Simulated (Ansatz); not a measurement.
# Grüneisen parameters and expansion of Sr2C (hypothetical, Fm-3m), part 2 of 4

Wanted: mode Grüneisen parameters of Sr2C (hypothetical) and a free-energy fit over volumes. The crystal structure is hypothetical: it was made by swapping elements on a known structure type.

Ansatz 0.2.0; DFT PBEsol, scalar-relativistic, plane waves, PAW.

So far. Step 2 (A first coarse run): The start is under -6.4 GPa at this level and looks like a metal on this mesh.

**5. Relaxing to small residual forces and stress**

The thresholds are tightened for a last relaxation ahead of the phonons, and where mesh or smearing change with them the cell follows.

The input, input.yaml:

```yaml
crystal:
  lattice:
    - [0.0, 3.3085153963, 3.3085153963]
    - [3.3085153963, 0.0, 3.3085153963]
    - [3.3085153963, 3.3085153963, 0.0]
  atoms:
    - { symbol: Sr, position: [0.25, 0.25, 0.25] }
    - { symbol: Sr, position: [0.75, 0.75, 0.75] }
    - { symbol: C, position: [0.0, 0.0, 0.0] }
kpoints:
  mp_grid: { grid: [12, 12, 12] }
hamiltonian:
  xc: pbesol
scf:
  occupations: { method: methfessel_paxton, width: 0.15 }
output:
  forces: true
  stress: true
  eigenvalues: true
relax:
  adjacent_minimum: "off"
  f_tol: 0.001
  max_steps: 60
  cell: { stress_tol: 0.01 }
```

Run with:

```console
$ ansatz run input.yaml --threads 4 --pin off --max-ram 8192MiB --backend cpu --events-out ev --progress --plain --runs-dir out
```

Numbers of over 12 decimals in the logs are rounded to 6 here.

Output:

```text
[...]
Crystal: 3 atoms, lattice volume = 72.432 Å³
Basis set: ecut = 420 eV, 1411 PW (Γ), exchange–correlation on 64×64×64 points (8 copies of the dense FFT grid, shifted against one another)
Bands: 16, of which v1, the nominal top of the filled ones, is band 12 counted from 1 (11 counted from 0)
Symmetry: 48 space group operations
[...]
k-points: 72 of 1728
[...]
k-point 71: bands = [... 8 lower, 1.0440, 7.5441, 7.5441, 8.5026, 8.7931, 11.3686, 11.3686, 12.6294]
--- Relaxed structure (3 steps of the walk, 3 accepted, 1 SCFs on fresh bases) ---
[...]
cell:  # Å, volume = 72.3716 Å³
    - [0, 3.307598, 3.307598]
    - [3.307598, 0, 3.307598]
    - [3.307598, 3.307598, 0]
  atoms:
    - { symbol: Sr, position: [0.25, 0.25, 0.25] }
    - { symbol: Sr, position: [0.75, 0.75, 0.75] }
    - { symbol: C, position: [0, 0, 0] }
[key lines of the parts left out:]
SCF converged after 6 iterations
Free energy (F): -7229.379987 eV
Fermi energy:    8.635558 eV
P = ⅓ Tr σ = -0.0005 GPa (-0.005 kbar)
```

Wall time 4 s (4 threads of Intel Xeon Platinum 8375C at 2.90GHz (Ice Lake), shared host); peak memory 0.48 GiB.

Little changed from the start: no atom moved by 0.005 Å and no cell edge by 0.1 %.

This step gave:

| Property | Result |
| --- | --- |
| pressure | -5.18e-4 GPa |
| volume per atom | 24.12 Å³ |

The residual pressure is -5.2e-4 GPa, small enough for phonons.

**6. Phonons, V/V0 1**

Phonons at this volume give one point of F(V, T); meshes stay fixed along the series.

The input, input.yaml:

```yaml
crystal:
  lattice:
    - [0.0, 3.3075979524, 3.3075979524]
    - [3.3075979524, 0.0, 3.3075979524]
    - [3.3075979524, 3.3075979524, 0.0]
  atoms:
    - { symbol: Sr, position: [0.25, 0.25, 0.25] }
    - { symbol: Sr, position: [0.75, 0.75, 0.75] }
    - { symbol: C, position: [0.0, 0.0, 0.0] }
kpoints:
  mp_grid: { grid: [12, 12, 12] }
hamiltonian:
  xc: pbesol
scf:
  occupations: { method: methfessel_paxton, width: 0.15 }
output:
  eigenvalues: true
phonons:
  method: dfpt
  qmesh: [4, 4, 4]
  temperatures: { t_max: 1000, t_step: 50 }
  qpath:
    path:
      - [[0.0, 0.0, 0.0], [0.5, 0.0, 0.5], [0.625, 0.25, 0.625]]
      - [[0.375, 0.375, 0.75], [0.0, 0.0, 0.0], [0.5, 0.5, 0.5], [0.5, 0.25, 0.75], [0.5, 0.0, 0.5]]
    npoints: 10
```

Output:

```text
Warning: phonons: the dynamical matrix that this run interpolates holds no multipole term above the dipole-dipole one, and a site of this crystal is no centre of inversion, so its interpolated transverse optical and acoustic branches and sound speeds can stay off near Gamma, and the density of states and the thermodynamics with them. What a run solves at a wave vector of phonons.qpoints, Gamma apart, where the deck admits one, is free of this, and under fd what a larger phonons.supercell samples
[...]
Crystal: 3 atoms, lattice volume = 72.372 Å³
Basis set: ecut = 420 eV, 1411 PW (Γ), exchange–correlation on 64×64×64 points (8 copies of the dense FFT grid, shifted against one another)
Bands: 16, of which v1, the nominal top of the filled ones, is band 12 counted from 1 (11 counted from 0)
Symmetry: 48 space group operations
k-points: 72 of 1728
[...]
SCF iter   1: F=—  HF=-7229.381970 eV  |F-HF|=—  |Δ(HF+E_count)|=         —  Δρ=4.99e-3  dr2=2.63e-2  ethr=1.77e-3  ⟨swp⟩=9.0  Hψ=7558  notcnv=0
[...]
SCF iter  10: F=-7229.379987 eV  HF=-7229.379987 eV  |F-HF|=1.82e-12  |Δ(HF+E_count)|=  6.37e-12  S|Δr|=    0.00e0  Δρ=1.95e-8  dr2=2.32e-13  ethr=1.00e-12  ⟨swp⟩=6.0  Hψ=5327  notcnv=0
SCF 1 converged in 10 iterations: F = -7229.379987 eV  dr2 = 2.32e-13
[...]
SCF iter   5: F=-7229.379987 eV  HF=-7229.379987 eV  |F-HF|=0.00e0  |Δ(HF+E_count)|=  1.82e-12  S|Δr|=    0.00e0  Δρ=4.58e-8  dr2=1.87e-12  ethr=1.00e-12  ⟨swp⟩=3.6  Hψ=3147  notcnv=0
SCF 2 converged in 5 iterations: F = -7229.379987 eV  dr2 = 1.87e-12
phonons: the bands overlap, so this run is a metal and interpolates without the dipole-dipole term. If the crystal is really an insulator or semiconductor, its LO-TO splitting is missing
NSCF: frozen V_eff on 72 k-points
[...]
DFPT response loops at q = (0, 0, 0) (fractional): preconditioner auto → Kerker (q_TF=auto, 2.270 Å⁻¹) (partly filled bands, converged f_vac=0.000); β = 1.00, the filter's whole step (`scf.mixing.beta` (0.50) is not read by the response loops under this deck's `scf.mixing.preconditioner`; to damp them name `kerker` or `kerker_dos`, under which they read `scf.mixing.beta`, and type it under 1.00, their step now; both keys bind the ground state too); Broyden in place of MSR1
[...]
SCF converged after 10 iterations
[...]
Free energy (F): -7229.379987 eV
[...]
Internal energy: -7229.382702 eV  (E = F + TS)
E sigma→0 (E₀):  -7229.380666 eV
Entropy (-TS):   0.002715 eV (0.905 meV/atom)
Fermi energy:    8.635558 eV
[...]
--- Band table (eV; the first three rows and the last of 72) ---
  k-point 0: bands = [... 8 lower, 0.3577, 7.1255, 7.1255, 7.1255, 8.6417, 9.8741, 9.8741, 13.9601]
  k-point 1: bands = [... 8 lower, 0.4019, 6.9738, 7.1748, 7.1748, 8.9820, 9.9389, 9.9389, 13.6259]
  k-point 2: bands = [... 8 lower, 0.5197, 6.7664, 7.3159, 7.3159, 9.7236, 10.1291, 10.1291, 12.9589]
  k-point 71: bands = [... 8 lower, 1.0440, 7.5441, 7.5441, 8.5026, 8.7931, 11.3686, 11.3686, 12.6294]
--- Phonons (Γ-DFPT): 2 representative perturbations + reference (Σ response iterations 6) ---
  ASR residual: 6.935e-6 → 0.000e0 eV/Å²; symmetrization residual: 5.203e-7 eV/Å²
  ASR residual per site (eV/Å²): 6.68e-6 6.68e-6 6.93e-6
  Γ frequencies (cm⁻¹): 0.00 0.00 0.00 127.62 127.62 127.62 198.99 198.99 198.99
--- Phonons (arbitrary-q DFPT): 8 irreducible q on the 4×4×4 mesh ---
  q = [0.0000, 0.0000, 0.0000] (star 1, of the zone-centre solve; hermiticity 3.43e-7, symmetrization 1.27e-14): -0.00 -0.00 0.00 127.62 127.62 127.62 198.99 198.99 198.99
  q = [0.0000, 0.0000, 0.2500] (star 8, 2 solved perturbations on 936 of 1728 k-point pairs; hermiticity 2.84e-7, symmetrization 3.61e-9): 61.74 61.74 67.95 122.11 123.46 123.46 203.36 203.36 266.48
[...]
q = [0.0000, 0.2500, 0.2500] (star 6, 4 solved perturbations in 1608 linear systems a pass and spin channel, the states on 510 of 1728 k-point pairs; hermiticity 2.36e-7, symmetrization 2.45e-9): 30.57 30.57 88.43 114.88 126.10 126.10 200.21 200.21 275.46
[...]
sum rule: each row above includes the acoustic sum rule's correction from the zone centre's row sums; it moved no ω² by more than (0.40 cm⁻¹)²
  mesh force constants: q→R imaginary residual 7.91e-18; ASR residual 6.935e-6 → 0.000e0 eV/Å²; symmetrization residual 2.887e-15 eV/Å²
  interpolated dispersion: 62 rows × 9 modes
  density of states and harmonic sums: on the 16×16×16 q-mesh, interpolated from the force constants of a 4×4×4 supercell (no non-analytic term)
  largest difference from the sums on the solved wave vectors: F 2.71e-2 eV, S 3.30e-5 and C_V 5.94e-6 eV/K
  zero-point energy: 0.078693 eV/cell   skipped modes (ω ≤ 0): 23, of them read as no rigid motion or as one in doubt: 20 (1.179e-1 modes/cell left out, lowest -39.36 cm⁻¹)   left out of the sums: 1.32e-2 of the cell's modes: C_V's classical limit lies that fraction below 3 k_B per atom; for a crystal, a wire or a layer, F and S can be off by more, and a phonons.interpolated_qmesh denser along its periods is the remedy for the sampling
```

Run time: 4.3 min. Hardware: 4 threads; peak memory 4.2 GiB; 17 min of CPU time.

Numbers from this step:

- lowest frequency on the path: -39.36 cm⁻¹
- point group: m-3m
- highest frequency: 328.4 cm⁻¹

No LO-TO term. Phonon branches along the path, in cm⁻¹:

```tsv
point	branch 1	branch 2	branch 3	branch 4	branch 5	branch 6	branch 7	branch 8	branch 9
Γ	0	0	0	128	128	128	199	199	199
halfway	31	31	88	115	126	126	200	200	276
X	-39	51	51	93	93	162	172	172	328
halfway	-36	56	57	102	112	162	171	188	325
U	-21	68	71	117	126	161	166	232	311
jump to K	-21	68	71	117	126	161	166	232	311
halfway	37	88	91	107	113	138	186	224	279
Γ	0	0	0	128	128	128	199	199	199
halfway	62	62	68	122	124	124	203	203	266
L	96	100	100	116	116	126	192	192	319
halfway	54	67	102	110	134	147	176	246	300
W	-18	39	106	106	121	160	178	278	278
halfway	-32	47	73	107	117	162	175	202	320
X	-39	51	51	93	93	162	172	172	328
```

The phonon branches as a text plot (rows in cm⁻¹):

```
    321 |         ********                      ****         ****
    305 |        *        *                   **    ***     *
    290 |       *          * ***             *         **  *
    275 |      *            *   *                        **
    259 |    **            * **  *          *          **  *
    244 |                      *  **       *          *
    229 |   *            **     *         *          *      *
    213 |  *                     ****    *          *        *
    198 |********       *        *******************
    183 |        ***   *       **                  **** ********
    167 |           ***********                        *  *******
    152 |        ***       ****                       ****
    137 |       *              *****               *****
    122 |*********      *******  ********************   ******
    106 |    **   **   **      ***               *********** ***
     91 |    ***    ***     *** *             *******       *  **
     76 |   *   *         **     *          **      **       *
     60 |              ***        **       **        ***      **
     45 |  *     ******        *    *     **           **********
     30 | *  ****           *** *****    *              *
     14 | ***     **       *        **  *
     -1 |*                            **
    -16 |                 *                              ***
    -32 |           ******                                  *****
         Γ           X  U|K            Γ         L        W     X
```

Tetrahedra on 16 16 16, mean over bins of 5 cm⁻¹. Table of phonon density of states by wavenumber; read off at these points:

```tsv
wavenumber (cm⁻¹)	phonon density of states (1/cm⁻¹/cell)
-38	0.00122
-22	0.00373
-2	0.00287
12	0.00442
32	0.0196
48	0.0410
68	0.0351
82	0.036
98	0.0560
102	0.0166
118	0.0952
128	0.113
138	0.0242
152	0.0253
172	0.0400
178	0.0500
188	0.0249
202	0.0349
208	0.0315
222	0.0144
242	0.0113
258	0.0101
278	0.00482
292	0.0253
302	0.0327
312	0.016
328	0.00212
```

The modes has structure finer than the step of the table below, so its rows give means over 10 cm⁻¹, whole bins alone (the curve runs from -48.3 to 347 cm⁻¹). Peaks (cm⁻¹: height): C 123.4: 0.00968, 175.7: 0.0346, 203.1: 0.0301, 230.4: 0.0141, 302.6: 0.0287; Sr 48.8: 0.0451, 81.1: 0.0419, 93.6: 0.0471, 123.4: 0.0954.

Phonopy on the run's constants, 15x15x15 mesh, Gaussian sigma 2.8 cm⁻¹. Table of modes by wavenumber; means over each step; values in 1/cm⁻¹/cell:

```tsv
wavenumber (cm⁻¹)	C	Sr
-40	0	0.00113
-30	0	0.00391
-20	0	0.00445
-10	0	0.00289
0	7.8e-6	9.8e-4
10	5.3e-5	0.00282
20	2.2e-4	0.00942
30	4.9e-4	0.0172
40	8.2e-4	0.0327
50	8.0e-4	0.0413
60	6.5e-4	0.0356
70	6.6e-4	0.0340
80	7.0e-4	0.0361
90	8.2e-4	0.0379
100	0.00215	0.0376
110	0.00440	0.0457
120	0.00861	0.0863
130	0.00632	0.0718
140	9.8e-4	0.0247
150	5.6e-4	0.0235
160	0.00231	0.0209
170	0.0192	0.00846
180	0.0281	0.00848
190	0.0218	0.00289
200	0.0273	0.00264
210	0.0238	0.00198
220	0.0134	8.8e-4
230	0.0128	6.3e-4
240	0.0101	4.7e-4
250	0.0105	3.8e-4
260	0.00883	3.1e-4
270	0.00770	2.5e-4
280	0.00779	2.5e-4
290	0.0189	5.1e-4
300	0.0281	5.9e-4
310	0.0204	3.1e-4
320	0.00889	6.0e-5
330	0.00173	1.3e-6
340	3.6e-6	0
```

No LO-TO term. The modes at Γ (shares of kinetic energy by element, %):

```tsv
mode	frequency (cm⁻¹)	symmetry	Sr %	C %
1	0.0	T1u	94	6
2	0.0	T1u	94	6
3	0.0	T1u	94	6
4	127.6	T2g	100	0
5	127.6	T2g	100	0
6	127.6	T2g	100	0
7	199.0	T1u	6	94
8	199.0	T1u	6	94
9	199.0	T1u	6	94
```

Displacements in mode 6 (127.6 cm⁻¹), the largest set to 1:
```
Sr1 -0.17  0.06  1.00
Sr2  0.17 -0.06 -1.00
C3   0.00  0.00  0.00
```

Displacements in mode 8 (199.0 cm⁻¹), the largest set to 1:
```
Sr1  0.00 -0.03 -0.07
Sr2  0.00 -0.03 -0.07
C3   0.00  0.42  1.00
```

The lowest solved frequency is -39.4 cm⁻¹, so the cell is unstable here and gives no valid free energy.

**7. Single point at a scaled cell, V/V0 1.015**

Symmetry fixes every atom, so a single point at the scaled cell gives the energy and pressure of this member.

The cell differs from the one that the last finished run ended in (a 4.678 → 4.701 Å, b 4.678 → 4.701 Å, c 4.678 → 4.701 Å).

input.yaml, the sections that differ from step 6:

```yaml
crystal:
  lattice:
    - [0.0, 3.3240539345, 3.3240539345]
    - [3.3240539345, 0.0, 3.3240539345]
    - [3.3240539345, 3.3240539345, 0.0]
  atoms:
    - { symbol: Sr, position: [0.25, 0.25, 0.25] }
    - { symbol: Sr, position: [0.75, 0.75, 0.75] }
    - { symbol: C, position: [0.0, 0.0, 0.0] }
output:
  forces: true
  stress: true
  eigenvalues: true
# kpoints, hamiltonian, scf: as in step 6
# phonons: removed
```

Output:

```text
[...]
Crystal: 3 atoms, lattice volume = 73.457 Å³
Basis set: ecut = 420 eV, 1459 PW (Γ), exchange–correlation on 64×64×64 points (8 copies of the dense FFT grid, shifted against one another)
Bands: 16, of which v1, the nominal top of the filled ones, is band 12 counted from 1 (11 counted from 0)
Symmetry: 48 space group operations
[...]
k-points: 72 of 1728
[...]
SCF iter   1: F=—  HF=-7229.380107 eV  |F-HF|=—  |Δ(HF+E_count)|=         —  Δρ=4.88e-3  dr2=2.55e-2  ethr=1.77e-3  ⟨swp⟩=8.9  Hψ=7578  notcnv=0
[...]
SCF iter   7: F=-7229.378138 eV  HF=-7229.378138 eV  |F-HF|=2.22e-9  |Δ(HF+E_count)|=   4.31e-8  S|Δr|=    0.00e0  Δρ=2.15e-6  dr2=2.72e-9  ethr=4.17e-10  ⟨swp⟩=7.0  Hψ=6241  notcnv=0
SCF 1 converged in 7 iterations: F = -7229.378138 eV  dr2 = 2.72e-9
[...]
SCF converged after 7 iterations
[...]
Free energy (F): -7229.378138 eV
[...]
Internal energy: -7229.380093 eV  (E = F + TS)
E sigma→0 (E₀):  -7229.378627 eV
Entropy (-TS):   0.001954 eV (0.651 meV/atom)
Fermi energy:    8.482025 eV
[...]
--- Stress (GPa, compression-positive) ---
       -0.538742       0.000000       0.000000
       -0.000000      -0.538742      -0.000000
        0.000000       0.000000      -0.538742
  P = ⅓ Tr σ = -0.5387 GPa (-5.387 kbar)
--- Band table (eV; the first three rows and the last of 72) ---
  k-point 0: bands = [... 8 lower, 0.2294, 7.0098, 7.0098, 7.0098, 8.4461, 9.7298, 9.7298, 13.7449]
  k-point 1: bands = [... 8 lower, 0.2721, 6.8510, 7.0581, 7.0581, 8.7900, 9.7927, 9.7927, 13.4161]
  k-point 2: bands = [... 8 lower, 0.3860, 6.6352, 7.1958, 7.1958, 9.5302, 9.9778, 9.9778, 12.7577]
  k-point 71: bands = [... 8 lower, 0.8988, 7.3886, 7.3886, 8.3717, 8.6166, 11.1905, 11.1905, 12.4373]
```

Elapsed: 0.98 s, on 4 threads; peak memory 0.44 GiB; 3.2 s of CPU time.

This step gave:

| Quantity | Value |
| --- | --- |
| pressure | -0.5387 GPa |
| volume per atom | 24.49 Å³ |

The run ends at a pressure of -0.54 GPa.

**8. Phonons, V/V0 1.015**

The same q-mesh and k-mesh are kept at every volume, so that much of their error can cancel in the differences.

input.yaml, the sections that differ from step 7:

```yaml
output:
  eigenvalues: true
phonons:
  method: dfpt
  qmesh: [4, 4, 4]
  temperatures: { t_max: 1000, t_step: 50 }
  qpath:
    path:
      - [[0.0, 0.0, 0.0], [0.5, 0.0, 0.5], [0.625, 0.25, 0.625]]
      - [[0.375, 0.375, 0.75], [0.0, 0.0, 0.0], [0.5, 0.5, 0.5], [0.5, 0.25, 0.75], [0.5, 0.0, 0.5]]
    npoints: 10
# crystal, kpoints, hamiltonian, scf: as in step 7
```

Output:

```text
[...]
Crystal: 3 atoms, lattice volume = 73.457 Å³
Basis set: ecut = 420 eV, 1459 PW (Γ), exchange–correlation on 64×64×64 points (8 copies of the dense FFT grid, shifted against one another)
Bands: 16, of which v1, the nominal top of the filled ones, is band 12 counted from 1 (11 counted from 0)
Symmetry: 48 space group operations
k-points: 72 of 1728
[...]
k-point 71: bands = [... 8 lower, 0.8988, 7.3886, 7.3886, 8.3717, 8.6166, 11.1905, 11.1905, 12.4373]
[...]
ASR residual: 2.749e-5 → 0.000e0 eV/Å²; symmetrization residual: 5.037e-7 eV/Å²
  ASR residual per site (eV/Å²): 3.37e-6 3.37e-6 2.75e-5
  Γ frequencies (cm⁻¹): 0.00 0.00 0.00 126.65 126.65 126.65 185.93 185.93 185.93
--- Phonons (arbitrary-q DFPT): 8 irreducible q on the 4×4×4 mesh ---
[...]
interpolated dispersion: 62 rows × 9 modes
[...]
[key lines of the parts left out:]
SCF converged after 9 iterations
Free energy (F): -7229.378138 eV
Fermi energy:    8.482032 eV
```

It took 4.3 min on 4 threads; peak memory 4.3 GiB.

No LO-TO term. Phonon branches along the path, in cm⁻¹:

```tsv
point	branch 1	branch 2	branch 3	branch 4	branch 5	branch 6	branch 7	branch 8	branch 9
Γ	0	0	0	127	127	127	186	186	186
halfway	28	28	87	114	121	121	192	192	265
X	-42	48	48	77	77	160	173	173	320
halfway	-38	53	54	86	100	160	170	186	317
U	-26	65	68	104	119	159	164	227	303
jump to K	-26	65	68	104	119	159	164	227	303
halfway	35	88	89	104	112	136	171	215	272
Γ	0	0	0	127	127	127	186	186	186
halfway	61	61	66	120	122	122	190	190	261
L	92	99	99	114	114	124	179	179	315
halfway	51	64	100	107	125	146	169	236	294
W	-24	35	102	102	104	159	178	269	269
halfway	-36	44	70	91	110	160	175	198	312
X	-42	48	48	77	77	160	173	173	320
```

The phonon branches as a text plot (rows in cm⁻¹):

```
    312 |         ********                     ******        ****
    297 |        *        *                   *      **     *
    282 |       *          * ***             *         **  *
    267 |      *            *   *           *            **
    252 |                  * **  *                     **  *
    237 |    **                   **       *          *
    222 |   *            **    **         *          *      *
    207 |  *            *        *  *    *          *        *
    191 |********      *          *************    *          *
    176 |        *******        **             ******* **********
    161 |           ********   *                      *  ********
    146 |        ***        ****                     ****
    131 |****   *               ***********      ******
    116 |  ******       ******* *****     ************ **   **
    101 |    **  ***   * **  ****               ***************
     86 |    ***    * ***   *** *             *******       * ***
     71 |   *   *    **  ***     *          **      ***      *  *
     56 |             ****        **       **        ***      ***
     41 |  *    ******         **   *     *            **********
     26 | * ****            ***  *** *   *              *
     11 | **                        **  *
     -4 |*        **       *          **
    -19 |                 *                              ***
    -35 |           ******                                  *****
         Γ           X  U|K            Γ         L        W     X
```

The lowest solved frequency is -42.1 cm⁻¹, so the cell is unstable here and gives no valid free energy. The highest zone-centre mode (no LO–TO term) moved by -6.6 % for a volume change of +1.5 %.

(Part 2 of 4 ends here.)

[Logs are printed without paths, hosts, clocks, repeated set-up lines and the standing remarks that a program may print on its own settings, such as how far it seeks lower states.]

[Hosts, paths, dates, database ids (printed as entryN), source tags and the programs' standing remarks are cut or masked in the printed files.]

[A step with changed settings may run another functional than the one named; its input shows which.]


